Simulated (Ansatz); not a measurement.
## Work function of Ag(111): what the settings cost and change

Aim: the work function of Ag(111) across levels of theory at one geometry.

Calculated with Ansatz 0.2.0; plane-wave DFT, PBE, Ansatz PAW, in the first sound run; inputs show where later runs differ.

**Measured values to reproduce.**

“Anisotropic work function of elemental crystals” (2019, arxiv:1902.07811) quotes from earlier work for Ag (clean (111) face, a compiled value): work function (clean (111) face, a compiled value) 4.53 eV.

### Step 1. Starting point

The cell holds 7 atoms: 7 Ag. Cell: a = 2.892 Å, b = 2.892 Å, c = 32.168 Å, α = 90.0°, β = 90.0°, γ = 60.0°. Vacuum lies along c.

### Step 2. Slab, setting PBE, Ansatz PAW (420 eV)

A work function rests on the faint tail of the density, so the SCF threshold is tight. PBE on the default files comes first; the next runs keep the geometry and change functional or files, each at the cutoff that its files recommend; a relaxation and, for heavy metals, spin-orbit coupling close the ladder.

Input file input.yaml:

```yaml
crystal:
  lattice:
    - [2.8920667351, 0.0, 0.0]
    - [1.4460333675, 2.504603262, 0.0]
    - [0.0, 0.0, 32.1681756059]
  atoms:
    - { symbol: Ag, position: [0.0, 0.0, 0.2797796216] }
    - { symbol: Ag, position: [0.3333333333, 0.3333333333, 0.3531864144] }
    - { symbol: Ag, position: [0.6666666667, 0.6666666667, 0.4265932072] }
    - { symbol: Ag, position: [0.0, 0.0, 0.5] }
    - { symbol: Ag, position: [0.3333333333, 0.3333333333, 0.5734067928] }
    - { symbol: Ag, position: [0.6666666667, 0.6666666667, 0.6468135856] }
    - { symbol: Ag, position: [0.0, 0.0, 0.7202203784] }
kpoints:
  mp_grid: { grid: [16, 16, 1] }
hamiltonian:
  xc: pbe
scf:
  occupations: { method: fermi_dirac, width: 0.1 }
  convergence: { dr2_threshold: 1.0e-09 }
efield:
  axis: 3
  dipole_correction: true
  ramp_position: 0.97
  ramp_width: 0.06
output:
  write_potential: true
  write_density: true
  volumetric_format: npy
  elf: true
```

On the command line:

```
$ ansatz run input.yaml --threads 4 --pin off --max-ram 6144MiB --backend cpu --events-out ev --progress --plain --runs-dir out
```

Numbers of over 12 decimals in the logs are rounded to 6 here.

What it wrote:

```text
Engine: ansatz 0.2.0, aarch64-unknown-linux-gnu
Pseudopotentials: kind: paw
Pseudopotential: Ag, paw, valence charge 19, recommended cutoff 420 eV (normal), Ag.paw.azcp
Functional definition: PBE
  parameter kappa = 0.804
  parameter beta = 0.066725
  exchange = pbe_x(kappa = kappa, mu = beta*pi^2/3)
  correlation = pbe_c(beta = beta)
Crystal: 7 atoms, lattice volume = 233.010 Å³
Basis set: ecut = 420 eV, 4547 PW (Γ)
Bands: 80, of which v1, the nominal top of the filled ones, is band 67 counted from 1 (66 counted from 0)
Symmetry: 6 space group operations
k-points: 30 of 256 (time reversal used)
Non-local potential: Ag, projectors of the file, l = 0: 3, l = 1: 2, l = 2: 2, l = 3: 1
PAW form: soft (Blöchl's): semilocal exchange-correlation on the pseudo side does not see the compensation charge
PAW one-centre angular grid: Ag, 590 points (default); XC on 64 Gauss nodes
Initial density: superposition of atomic densities (neutral atoms: chi_scale 0, normalization atom), corrected by the library's trained network
Initial wavefunctions: pseudopotential atomic-orbital guess
Functional: x = pbe(κ = 0.804, μ = 0.219515), c = pbe(β = 0.066725)
SCF iter   1: F=—  HF=-53133.165892 eV  |F-HF|=—  |Δ(HF+E_count)|=         —  Δρ=9.87e-4  dr2=1.39e-2  ethr=1.77e-3  p=0.000 e·Å  D=2.51e-13 V/Å  ΔV_dip=-0.00 eV  dr2_dipole=1.32e-7  V_vac-E_F(+/−)=4.41/4.41 eV  ⟨swp⟩=6.9  Hψ=9359  notcnv=0  defer=70
efield: sawtooth ramp at fractional position 0.9700 (set: `efield.ramp_position`, or a place that a band, a saddle search or an elastic batch's reference lends), width 0.0600; the density the first Hamiltonian is built on has a dipole p = 0.000 e·Å; the dipole correction subtracts the counter field D = 2.51e-13 V/Å, which shifts the + side's vacuum level by -0.00 eV against the − side's; the planar-averaged density in the ramp window peaks in size at 3.4e-6 e/Å³
preconditioner: auto → LDOS  [metal: Δε(μ)=0.075 eV  Ē_g=9.772 eV  σ=0.100 eV  W_gap=0.18  n_scr=24 (ndim 8)  ℏωp=21.3 eV  f_vac=0.462  D(μ)=2.29/eV (n_scr^D=12)  β→1.0]
SCF iter   2: F=—  HF=-53133.173547 eV  |F-HF|=—  |Δ(HF+E_count)|=   7.65e-3  Δρ=7.72e-4  dr2=1.26e-3  ethr=1.05e-5  p=-0.000 e·Å  D=-8.84e-6 V/Å  ΔV_dip=0.00 eV  dr2_dipole=1.11e-7  V_vac-E_F(+/−)=4.46/4.46 eV  ⟨swp⟩=2.5  Hψ=5006  notcnv=0  defer=90
SCF iter   3: F=—  HF=-53133.173504 eV  |F-HF|=—  |Δ(HF+E_count)|=   4.30e-5  Δρ=7.39e-4  dr2=1.08e-3  ethr=9.45e-7  p=-0.000 e·Å  D=-7.73e-7 V/Å  ΔV_dip=0.00 eV  dr2_dipole=1.30e-8  V_vac-E_F(+/−)=4.46/4.46 eV  ⟨swp⟩=2.3  Hψ=4454  notcnv=0  defer=90
SCF iter   4: F=—  HF=-53133.173240 eV  |F-HF|=—  |Δ(HF+E_count)|=   2.65e-4  Δρ=1.85e-4  dr2=8.36e-5  ethr=8.12e-7  p=-0.000 e·Å  D=-7.20e-7 V/Å  ΔV_dip=0.00 eV  dr2_dipole=2.95e-9  V_vac-E_F(+/−)=4.45/4.45 eV  ⟨swp⟩=2.0  Hψ=3341  notcnv=0  defer=90
SCF iter   5: F=—  HF=-53133.173235 eV  |F-HF|=—  |Δ(HF+E_count)|=   4.30e-6  Δρ=5.04e-5  dr2=5.44e-6  ethr=6.29e-8  p=-0.000 e·Å  D=-2.88e-7 V/Å  ΔV_dip=0.00 eV  dr2_dipole=2.05e-10  V_vac-E_F(+/−)=4.45/4.45 eV  ⟨swp⟩=2.0  Hψ=3710  notcnv=0  defer=90
SCF iter   6: F=—  HF=-53133.173440 eV  |F-HF|=—  |Δ(HF+E_count)|=   2.05e-4  Δρ=8.70e-6  dr2=2.39e-7  ethr=4.09e-9  p=-0.000 e·Å  D=-5.35e-8 V/Å  ΔV_dip=0.00 eV  dr2_dipole=4.23e-13  V_vac-E_F(+/−)=4.45/4.45 eV  ⟨swp⟩=2.1  Hψ=3916  notcnv=0  defer=90
SCF iter   7: F=—  HF=-53133.173440 eV  |F-HF|=—  |Δ(HF+E_count)|=   2.88e-8  Δρ=2.98e-6  dr2=2.22e-8  ethr=1.79e-10  p=-0.000 e·Å  D=-2.10e-8 V/Å  ΔV_dip=0.00 eV  dr2_dipole=3.08e-12  V_vac-E_F(+/−)=4.45/4.45 eV  ⟨swp⟩=2.2  Hψ=4174  notcnv=0  defer=90
SCF iter   8: F=—  HF=-53133.173440 eV  |F-HF|=—  |Δ(HF+E_count)|=   3.84e-9  Δρ=1.05e-6  dr2=2.72e-9  ethr=1.67e-11  p=-0.000 e·Å  D=-1.61e-9 V/Å  ΔV_dip=0.00 eV  dr2_dipole=2.47e-12  V_vac-E_F(+/−)=4.45/4.45 eV  ⟨swp⟩=2.4  Hψ=4095  notcnv=0  defer=90
SCF iter   9: F=-53133.173440 eV  HF=-53133.173440 eV  |F-HF|=8.73e-11  |Δ(HF+E_count)|=  2.26e-10  Δρ=2.06e-7  dr2=1.11e-10  ethr=1.00e-12  p=0.000 e·Å  D=1.20e-9 V/Å  ΔV_dip=-0.00 eV  dr2_dipole=3.35e-13  V_vac-E_F(+/−)=4.45/4.45 eV  ⟨swp⟩=12.0  Hψ=8307  notcnv=0
SCF 1 converged in 9 iterations: F = -53133.173440 eV  dr2 = 1.11e-10
  greatest PAW one-centre occupation: 1.000 electrons in one spin orbital (limit 2), on the Ag atom at site 3 (counted from 0), in its partial waves of l = 0
WARN: The output density's exchange-correlation potential varies sharply where the density is thin. Do not read a vacuum level from v_tot or v_xc, or from such a field of the output density. On a cell that repeats whose density bears no net charge and no dipole along the vacuum's axis use v_es (v_loc + v_h of the components); under efield.dipole_correction with no amplitude use v_es + v_field, which holds any externa [...]
SCF converged after 9 iterations
Free energy (F): -53133.173440 eV
Harris-Foulkes:  -53133.173440 eV  (|F-HF|=8.73e-11)
Internal energy: -53133.098338 eV  (E = F + TS)
E sigma→0 (E₀):  -53133.135889 eV
Entropy (-TS):   -0.075103 eV (-10.729 meV/atom)
Fermi energy:    6.747241 eV
Dipole field:    D = -0.000001 V/Å  (p = -0.000001 e·Å, saw-weighted, corrected)
Work function:   Φ+ = 4.4504 eV   Φ− = 4.4504 eV
Levels:          The Fermi level and band energies are counted from a zero that moves with the ramp; work functions are not
--- Per-component energies (eV) ---
  E_band       = -3040.581215
  E_kinetic    = 3692.186073
  E_local      = -300031.469561  (includes V_loc(G=0)·N_el)
  E_nonlocal   = 560.253307
  E_hartree    = 148631.935567
  E_xc         = -1293.760430
  E_vxc        = -1643.773973  (∫ρ·V_xc dr)
  E_paw        = -27314.631338  (= ΣΔE_a)
  E_vpaw       = -2881.650930  (= ΣTr[D̂ρ^β])
  E_aug_tail   = 0.002289  (compensation charges beyond the density's cutoff)
  E_efield     = 0.000000  (sawtooth field / dipole correction)
  E_vefield    = 0.000000  (∫n·V_field dr)
  E_ewald      = 122622.385755
  E_smearing   = -0.075103  (= −TS)
  E_closure    = -0.000000  (closes the sum)
  Σ components = -53133.173440   (vs F -53133.173440, Δ=0.00e0)
--- Band table (eV; the first three rows and the last of 30) ---
  k-point 0: bands = [... 63 lower, 3.4702, 3.6568, 3.6568, 3.7653, 3.7653, 4.7545, 6.3223, 6.8056, ... 9 higher]
  k-point 1: bands = [... 63 lower, 3.4721, 3.5887, 3.6599, 3.7700, 3.9356, 5.0420, 6.5158, 7.0561, ... 9 higher]
  k-point 2: bands = [... 63 lower, 3.4757, 3.6676, 3.6690, 3.7826, 4.4228, 5.5934, 7.0138, 7.7069, ... 9 higher]
  k-point 29: bands = [... 63 lower, 8.9941, 9.3364, 9.8876, 10.4614, 10.5605, 10.7100, 11.0104, 11.0625, ... 9 higher]
```

Elapsed: 37 s, on 4 threads of Arm Neoverse N1, shared host; peak memory 1 GiB; 2.2 min of CPU time.

Numbers from this step:

* energy at zero smearing: -53133.1359 eV
* work function, upper face: 4.450 eV

Running mean over 2.361 Å of the planar mean; the ramp of the sawtooth is left out. Electron's electrostatic potential energy less the Fermi level against z:

z (Å), electron's electrostatic potential energy less the Fermi level (eV) and a bar from the least value:
```
        4       4.45 ##############################
        5       4.44 ##############################
        6       4.38 ##############################
        7       3.51 ###########################
        8      -2.21 ###########
        9      -5.79 #
       10      -6.00 
       11      -6.06 
       12      -6.05 
       13      -6.02 
       14      -6.02 
       15      -6.03 
       16      -6.04 
       17      -6.03 
       18      -6.02 
       19      -6.02 
       20      -6.04 
       21      -6.07 
       22      -6.01 
       23      -5.88 #
       24      -3.29 ########
       25       2.95 ##########################
       26       4.34 ##############################
       27       4.44 ##############################
       28       4.45 ##############################
```

ELF in the ca plane at fractional y = 0.000, with atoms of Ag within 0.2 Å of it. It is the smooth field of the valence electrons, not physical close to the nuclei.

Ten even steps from '0' (0.00) to '9' (0.83), each cell a mean:
```
11122222247875222222111222223688642110000000
21122222235653222222112222212456422100000000
21223322222322222332212233212233221100000000
21224432222222223443212343212222211100000000
21223322222222222332212343212222221100000000
21222222224442222222212222212344321100000000
11112222246764222222111222223577632110000000
21122222258985222222112222223699742110000000
```
Columns run along c (16.0 Å, from fractional 0.38 to 0.88 of the cell), rows up along a (2.9 Å). Atoms in or near the plane, at fractional coordinates: Ag at (0.50, 0.00), Ag at (0.72, 0.00).

Electrostatic potential energy in the ca plane at fractional y = 0.000, with atoms of Ag within 0.2 Å of it. With pseudopotentials it is smooth inside the atoms' cores, unlike the true potential.

Ten even steps from '0' (-31 eV) to '9' (11 eV), each cell a mean:
```
99999999730003799999999999986100158999999999
99988889863236898888999888997422479999999999
89876678987678987667898766899866799999999999
78874468999889987446888545799988999999999999
88875578998889987557898656899888899999999999
89987789875457898778998877898644689999999999
99998899851014899889999989996300269999999999
99999999730002799999999999985100058999999999
```
Columns run along c (16.0 Å, from fractional 0.38 to 0.88 of the cell; values clipped at the 3rd and 97th percentile), rows up along a (2.9 Å). Atoms in or near the plane, at fractional coordinates: Ag at (0.50, 0.00), Ag at (0.72, 0.00).

Valence density in the ca plane at fractional y = 0.000, with atoms of Ag within 0.2 Å of it. It is the smooth field of the valence electrons, not physical close to the nuclei.

Ten steps, logarithmic in the rise over the least value, from '0' (0 e/Å³) to '9' (19 e/Å³), each cell a mean:
```
10011111258986211111001111113799731000000000
11112211136763111221111122112566520000000000
21123321112332112332112333211233210000000000
21134431111111113443212343211111100000000000
21123421112221112442112343211122110000000000
11122221124542112222111222112355310000000000
11111111247875211111111111113688631000000000
10011111268996211111000111114799841000000000
```
Columns run along c (16.0 Å, from fractional 0.38 to 0.88 of the cell), rows up along a (2.9 Å). Atoms in or near the plane, at fractional coordinates: Ag at (0.50, 0.00), Ag at (0.72, 0.00).

The work function is 4.450 eV.

### Step 3. Slab

This step: plane-wave DFT, LDA, Ansatz PAW (Ansatz 0.2.0).

Changes to input.yaml since step 2:

```diff
@@ -16,3 +16,3 @@
 hamiltonian:
-  xc: pbe
+  xc: lda
 scf:
@@ -29,2 +29 @@
   volumetric_format: npy
-  elf: true
```

What it wrote:

```text
[...]
Crystal: 7 atoms, lattice volume = 233.010 Å³
Basis set: ecut = 420 eV, 4547 PW (Γ)
Bands: 80, of which v1, the nominal top of the filled ones, is band 67 counted from 1 (66 counted from 0)
Symmetry: 6 space group operations
k-points: 30 of 256 (time reversal used)
[...]
k-point 0: bands = [... 63 lower, 3.1254, 3.3151, 3.3151, 3.4226, 3.4226, 4.3142, 5.8921, 6.3779, ... 9 higher]
  k-point 1: bands = [... 63 lower, 3.1273, 3.2399, 3.3181, 3.4273, 3.5496, 4.6141, 6.0883, 6.6327, ... 9 higher]
  k-point 2: bands = [... 63 lower, 3.1310, 3.2984, 3.3258, 3.4399, 4.0235, 5.1702, 6.5893, 7.2910, ... 9 higher]
  k-point 29: bands = [... 63 lower, 8.5439, 8.8901, 9.4480, 10.0212, 10.0974, 10.2510, 10.5377, 10.5903, ... 9 higher]
[key lines of the parts left out:]
SCF converged after 9 iterations
Free energy (F): -52205.823826 eV
Fermi energy:    6.310095 eV
Dipole field:    D = 0.000000 V/Å  (p = 0.000000 e·Å, saw-weighted, corrected)
Work function:   Φ+ = 4.8748 eV   Φ− = 4.8749 eV
```

Run time: 37 s. Hardware: 4 threads; peak memory 0.99 GiB; 2.3 min of CPU time.

The work function is 4.875 eV, +0.424 eV from the run “PBE, Ansatz PAW (420 eV)”, at 1.0 times its CPU time.

### Step 4. Run

This step: plane-wave DFT, PBEsol, Ansatz PAW (Ansatz 0.2.0).

Changes to input.yaml since step 3:

```diff
@@ -16,3 +16,3 @@
 hamiltonian:
-  xc: lda
+  xc: pbesol
 scf:
```

What it wrote:

```text
[...]
Crystal: 7 atoms, lattice volume = 233.010 Å³
Basis set: ecut = 420 eV, 4547 PW (Γ)
Bands: 80, of which v1, the nominal top of the filled ones, is band 67 counted from 1 (66 counted from 0)
Symmetry: 6 space group operations
k-points: 30 of 256 (time reversal used)
[...]
k-point 0: bands = [... 63 lower, 3.3629, 3.5521, 3.5521, 3.6641, 3.6641, 4.5706, 6.1508, 6.6234, ... 9 higher]
  k-point 1: bands = [... 63 lower, 3.3650, 3.4778, 3.5553, 3.6688, 3.8005, 4.8712, 6.3469, 6.8775, ... 9 higher]
  k-point 2: bands = [... 63 lower, 3.3690, 3.5464, 3.5633, 3.6816, 4.2787, 5.4297, 6.8489, 7.5349, ... 9 higher]
  k-point 29: bands = [... 63 lower, 8.8122, 9.1524, 9.7017, 10.2744, 10.3704, 10.5196, 10.8182, 10.8725, ... 9 higher]
[key lines of the parts left out:]
SCF converged after 10 iterations
Free energy (F): -52654.803478 eV
Fermi energy:    6.569249 eV
Dipole field:    D = -0.000000 V/Å  (p = -0.000000 e·Å, saw-weighted, corrected)
Work function:   Φ+ = 4.5844 eV   Φ− = 4.5844 eV
```

It took 38 s on 4 threads; peak memory 1 GiB.

The work function is 4.584 eV, +0.134 eV from the run “PBE, Ansatz PAW (420 eV)”, at 1.0 times its CPU time.

### Step 5. Slab

This step: plane-wave DFT, RPBE, Ansatz PAW (Ansatz 0.2.0).

Changes to input.yaml since step 4:

```diff
@@ -16,3 +16,3 @@
 hamiltonian:
-  xc: pbesol
+  xc: rpbe
 scf:
```

What it wrote:

```text
[...]
Crystal: 7 atoms, lattice volume = 233.010 Å³
Basis set: ecut = 420 eV, 4547 PW (Γ)
Bands: 80, of which v1, the nominal top of the filled ones, is band 67 counted from 1 (66 counted from 0)
Symmetry: 6 space group operations
k-points: 30 of 256 (time reversal used)
[...]
k-point 0: bands = [... 63 lower, 3.6006, 3.7866, 3.7866, 3.8979, 3.8979, 4.9358, 6.5053, 6.9877, ... 9 higher]
  k-point 1: bands = [... 63 lower, 3.6025, 3.7222, 3.7897, 3.9026, 4.0908, 5.2179, 6.6968, 7.2354, ... 9 higher]
  k-point 2: bands = [... 63 lower, 3.6064, 3.7976, 3.8152, 3.9152, 4.5837, 5.7669, 7.1918, 7.8813, ... 9 higher]
  k-point 29: bands = [... 63 lower, 9.1756, 9.5162, 10.0654, 10.6404, 10.7468, 10.8954, 11.1996, 11.2511, ... 9 higher]
[key lines of the parts left out:]
SCF converged after 10 iterations
Free energy (F): -53189.094579 eV
Fermi energy:    6.924781 eV
Dipole field:    D = -0.000000 V/Å  (p = -0.000000 e·Å, saw-weighted, corrected)
Work function:   Φ+ = 4.2508 eV   Φ− = 4.2508 eV
```

It took 37 s on 4 threads; peak memory 1 GiB.

The work function is 4.251 eV, -0.200 eV from the run “PBE, Ansatz PAW (420 eV)”, at 1.0 times its CPU time.

### Step 6. Slab

This step: plane-wave DFT, r2SCAN, Ansatz PAW (Ansatz 0.2.0).

Changes to input.yaml since step 5:

```diff
@@ -16,3 +16,3 @@
 hamiltonian:
-  xc: rpbe
+  xc: r2scan
 scf:
```

What it wrote:

```text
[...]
Crystal: 7 atoms, lattice volume = 233.010 Å³
Basis set: ecut = 500 eV, 5841 PW (Γ), exchange–correlation on 96×96×960 points (64 copies of the dense FFT grid, shifted against one another)
Bands: 80, of which v1, the nominal top of the filled ones, is band 67 counted from 1 (66 counted from 0)
Symmetry: 6 space group operations
[...]
k-point 0: bands = [... 63 lower, 3.2921, 3.3198, 3.3198, 3.4283, 3.4283, 4.7229, 6.3485, 6.8832, ... 9 higher]
  k-point 1: bands = [... 63 lower, 3.1341, 3.2683, 3.3227, 3.4330, 3.7361, 4.9876, 6.5401, 7.1314, ... 9 higher]
  k-point 2: bands = [... 63 lower, 3.1372, 3.3302, 3.4034, 3.4456, 4.2605, 5.5375, 7.0412, 7.7854, ... 9 higher]
  k-point 29: bands = [... 63 lower, 9.0962, 9.4561, 10.0319, 10.6319, 10.7359, 10.8849, 11.1993, 11.2540, ... 9 higher]
[key lines of the parts left out:]
SCF converged after 16 iterations
Free energy (F): -53226.803799 eV
Fermi energy:    6.762709 eV
Dipole field:    D = 0.000000 V/Å  (p = 0.000000 e·Å, saw-weighted, corrected)
Work function:   Φ+ = 4.4103 eV   Φ− = 4.4103 eV
```

Wall time 98 s (4 threads); peak memory 1.6 GiB; 6.4 min of CPU time.

The work function is 4.410 eV, -0.040 eV from the run “PBE, Ansatz PAW (420 eV)”, at 2.9 times its CPU time.

### Step 7. Run

This step: plane-wave DFT, PBE, JTH PAW (Ansatz 0.2.0).

Changes to input.yaml since step 6:

```diff
@@ -16,3 +16,4 @@
 hamiltonian:
-  xc: r2scan
+  xc: pbe
+  pseudopotentials: { kind: paw, source: jth }
 scf:
```

What it wrote:

```text
[...]
k-point 0: bands = [... 35 lower, 1.4263, 1.6120, 1.6120, 1.7189, 1.7189, 2.7360, 4.3035, 4.7936, ... 4 higher]
  k-point 1: bands = [... 35 lower, 1.4282, 1.5458, 1.6150, 1.7236, 1.9012, 3.0189, 4.4958, 5.0425, ... 4 higher]
  k-point 2: bands = [... 35 lower, 1.4317, 1.6227, 1.6307, 1.7361, 2.3903, 3.5671, 4.9915, 5.6906, ... 4 higher]
  k-point 29: bands = [... 35 lower, 6.9770, 7.3185, 7.8682, 8.4480, 8.5526, 8.6980, 9.0018, 9.0523, ... 4 higher]
[key lines of the parts left out:]
SCF converged after 10 iterations
Free energy (F): -33842.877034 eV
Fermi energy:    4.725383 eV
Dipole field:    D = 0.000001 V/Å  (p = 0.000001 e·Å, saw-weighted, corrected)
Work function:   Φ+ = 4.4460 eV   Φ− = 4.4461 eV
```

The job ended after 2.1 min (4 threads; peak memory 3 GiB).

The work function is 4.446 eV, -0.004 eV from the run “PBE, Ansatz PAW (420 eV)”, at 3.7 times its CPU time.

### Step 8. Slab

This step: plane-wave DFT, PBE, norm-conserving (Ansatz 0.2.0).

Changes to input.yaml since step 7:

```diff
@@ -17,3 +17,3 @@
   xc: pbe
-  pseudopotentials: { kind: paw, source: jth }
+  pseudopotentials: { kind: nc }
 scf:
```

What it wrote:

```text
[...]
Crystal: 7 atoms, lattice volume = 233.010 Å³
Basis set: ecut = 960 eV, 15865 PW (Γ)
Bands: 80, of which v1, the nominal top of the filled ones, is band 67 counted from 1 (66 counted from 0)
Symmetry: 6 space group operations
k-points: 30 of 256 (time reversal used)
[...]
k-point 0: bands = [... 63 lower, 3.5215, 3.7083, 3.7083, 3.8167, 3.8167, 4.8054, 6.3735, 6.8565, ... 9 higher]
  k-point 1: bands = [... 63 lower, 3.5234, 3.6400, 3.7113, 3.8214, 3.9868, 5.0932, 6.5671, 7.1071, ... 9 higher]
  k-point 2: bands = [... 63 lower, 3.5270, 3.7190, 3.7202, 3.8340, 4.4743, 5.6449, 7.0654, 7.7583, ... 9 higher]
  k-point 29: bands = [... 63 lower, 9.0455, 9.3880, 9.9395, 10.5131, 10.6114, 10.7614, 11.0615, 11.1136, ... 9 higher]
[key lines of the parts left out:]
SCF converged after 9 iterations
Free energy (F): -29504.296902 eV
Fermi energy:    6.798685 eV
Dipole field:    D = 0.000000 V/Å  (p = 0.000000 e·Å, saw-weighted, corrected)
Work function:   Φ+ = 4.4500 eV   Φ− = 4.4500 eV
```

Wall time 2.2 min (4 threads); peak memory 2.5 GiB; 8.5 min of CPU time.

The work function is 4.450 eV, -0.000 eV from the run “PBE, Ansatz PAW (420 eV)”, at 3.8 times its CPU time.

[end of part 1 of 2]

[Logs are printed without paths, hosts, clocks, repeated set-up lines and the standing remarks that a program may print on its own settings, such as how far it seeks lower states.]

[Hosts, paths, dates, database ids (printed as entryN), source tags and the programs' standing remarks are cut or masked in the printed files.]

[Maps of the electrostatic potential energy from Ansatz leave out the sawtooth potential of an applied field or a dipole correction, so their vacuum need not be flat; planar profiles and work functions include it.]
